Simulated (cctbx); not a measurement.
## What resolution and counting buy: SrLi8CuSi4

Space group I4/mcm (no. 140), a = 8.7470 Å, b = 8.7470 Å, c = 12.6610 Å, α = 90.00°, β = 90.00°, γ = 90.00°.

| atom | mult. | x | y | z | Ueq (Å²) |
| --- | --- | --- | --- | --- | --- |
| Sr1 | 4 | 1/2 | 1/2 | 1/4 | 0.0036 |
| Cu1 | 4 | 1/2 | 0 | 0 | 0.0040 |
| Si1 | 16 | 0.8206 | 0.3206 | 0.3804 | 0.0053 |
| Li1 | 16 | 0.5566 | 0.7033 | 0 | 0.0074 |
| Li2 | 16 | 0.6189 | 0.1189 | 0.3196 | 0.0061 |

This is a model crystal, built by substitution and not relaxed, with assumed displacement parameters.

Five simulated data sets (cctbx; Ag Kα, λ = 0.56087 Å; 2 % proportional error) differ in resolution or exposure (noise floor 15 counts in the first three, 8 in the last two). Each is refined with the right model, isotropic at 1.1 Å and anisotropic otherwise. How do the figures of merit and the uncertainties move?

| d min (Å) | top counts | ⟨I/σ⟩ (unmerged, absences included) | unique | param. (scale apart) | Rint | R1 | GooF | largest s.u. xyz (fractional) | s.u. U of Li1 (Å²) | largest error (Å) |
| --- | --- | --- | --- | --- | --- | --- | --- | --- | --- | --- |
| 1.1 | 5000 | 5.2 | 114 | 11 | 0.040 | 0.0128 | 0.98 | 0.00094 | 0.0020 | 0.0102 |
| 0.84 | 5000 | 4.6 | 253 | 23 | 0.049 | 0.0156 | 0.98 | 0.00059 | 0.0020 | 0.0088 |
| 0.6 | 5000 | 3.1 | 662 | 23 | 0.073 | 0.0208 | 0.95 | 0.00042 | 0.0014 | 0.0056 |
| 0.75 | 300 | 0.8 | 346 | 23 | 0.310 | 0.0472 | 0.90 | 0.00299 | 0.0080 | 0.0492 |
| 0.75 | 3000 | 3.5 | 346 | 23 | 0.059 | 0.0175 | 0.90 | 0.00055 | 0.0018 | 0.0108 |

The number of reflections grows roughly as 1/d³: 114, 253 and 662 here. R1 follows the noise rather than the truth: at 300 counts it is 0.0472, at 3000 counts 0.0175, while GooF is 0.90 and 0.90: the weights 1/σ² carry the noise. The s.u. of U (U11 where anisotropic) for Li1 goes 0.0020, 0.0020, 0.0014 Å² with resolution and 0.0080, 0.0018 Å² with exposure.

Hardware for the 0.6 Å refinement: 0.43 s on 1 thread of Arm Neoverse V2, with other jobs on the host, peak memory 0.09 GiB.
